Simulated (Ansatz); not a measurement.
Planning a run of Ansatz 0.2.0 on BaIBr (Pnma). The input:

```yaml
crystal:
  lattice:
    - [8.81446039, 0.0, 0.0]
    - [0.0, 5.12429103, 0.0]
    - [0.0, 0.0, 10.19167839]
  atoms:
    - { symbol: Ba, position: [0.72882454, 0.25, 0.37513703] }
    - { symbol: Ba, position: [0.27117546, 0.75, 0.62486297] }
    - { symbol: Ba, position: [0.77117546, 0.75, 0.87513703] }
    - { symbol: Ba, position: [0.22882454, 0.25, 0.12486297] }
    - { symbol: I, position: [0.47161056, 0.25, 0.83177655] }
    - { symbol: I, position: [0.52838944, 0.75, 0.16822345] }
    - { symbol: I, position: [0.02838944, 0.75, 0.33177655] }
    - { symbol: I, position: [0.97161056, 0.25, 0.66822345] }
    - { symbol: Br, position: [0.8564719, 0.25, 0.06668585] }
    - { symbol: Br, position: [0.1435281, 0.75, 0.93331415] }
    - { symbol: Br, position: [0.6435281, 0.75, 0.56668585] }
    - { symbol: Br, position: [0.3564719, 0.25, 0.43331415] }
kpoints:
  mp_grid: { grid: [2, 4, 2] }
hamiltonian:
  xc: r2scan
scf:
  occupations: { method: fixed }
gw:
  n_empty_bands: 1374
  ecut_chi: 120.0
  qp_bands: [v2, c2]
  qp_kpoints: band_edges
  screening: { model: contour_deformation }
```

```sh
ansatz run input.yaml --threads 32 --pin off --max-ram 129024MiB --backend cuda --events-out ev --progress --plain --runs-dir out --devices 1 --max-vram 157GiB
```

Q: How long will it take on 1 × NVIDIA GB200 with 32 threads of Arm Neoverse V2, shared host, and how much memory?

It took 42 s; on shared hardware allow 21 s to 84 s. Peak host memory was 11 GiB. The sizes that set the cost: 11719 plane waves a state, 12 irreducible k points, 1442 bands summed, 1361 plane waves in the screening and 6 SCF cycles.

The screening grows as filled bands × empty bands × pairs of k points, times the square of the screening basis for the matrix.

[Paths, hosts, dates, memory and timing lines, banners, echoed tables and standing remarks are left out of the program output.]

[Logs are printed without paths, hosts, clocks, repeated set-up lines and the standing remarks that a program may print on its own settings, such as how far it seeks lower states.]

[Runs of the session that timed out or met a known fault of the program may be left out.]

[Cells called generated may have been cut or substituted from an entry of the Crystallography Open Database or the Materials Project.]

[Hosts, paths, dates, database ids (printed as entryN), source tags and the programs' standing remarks are cut or masked in the printed files.]
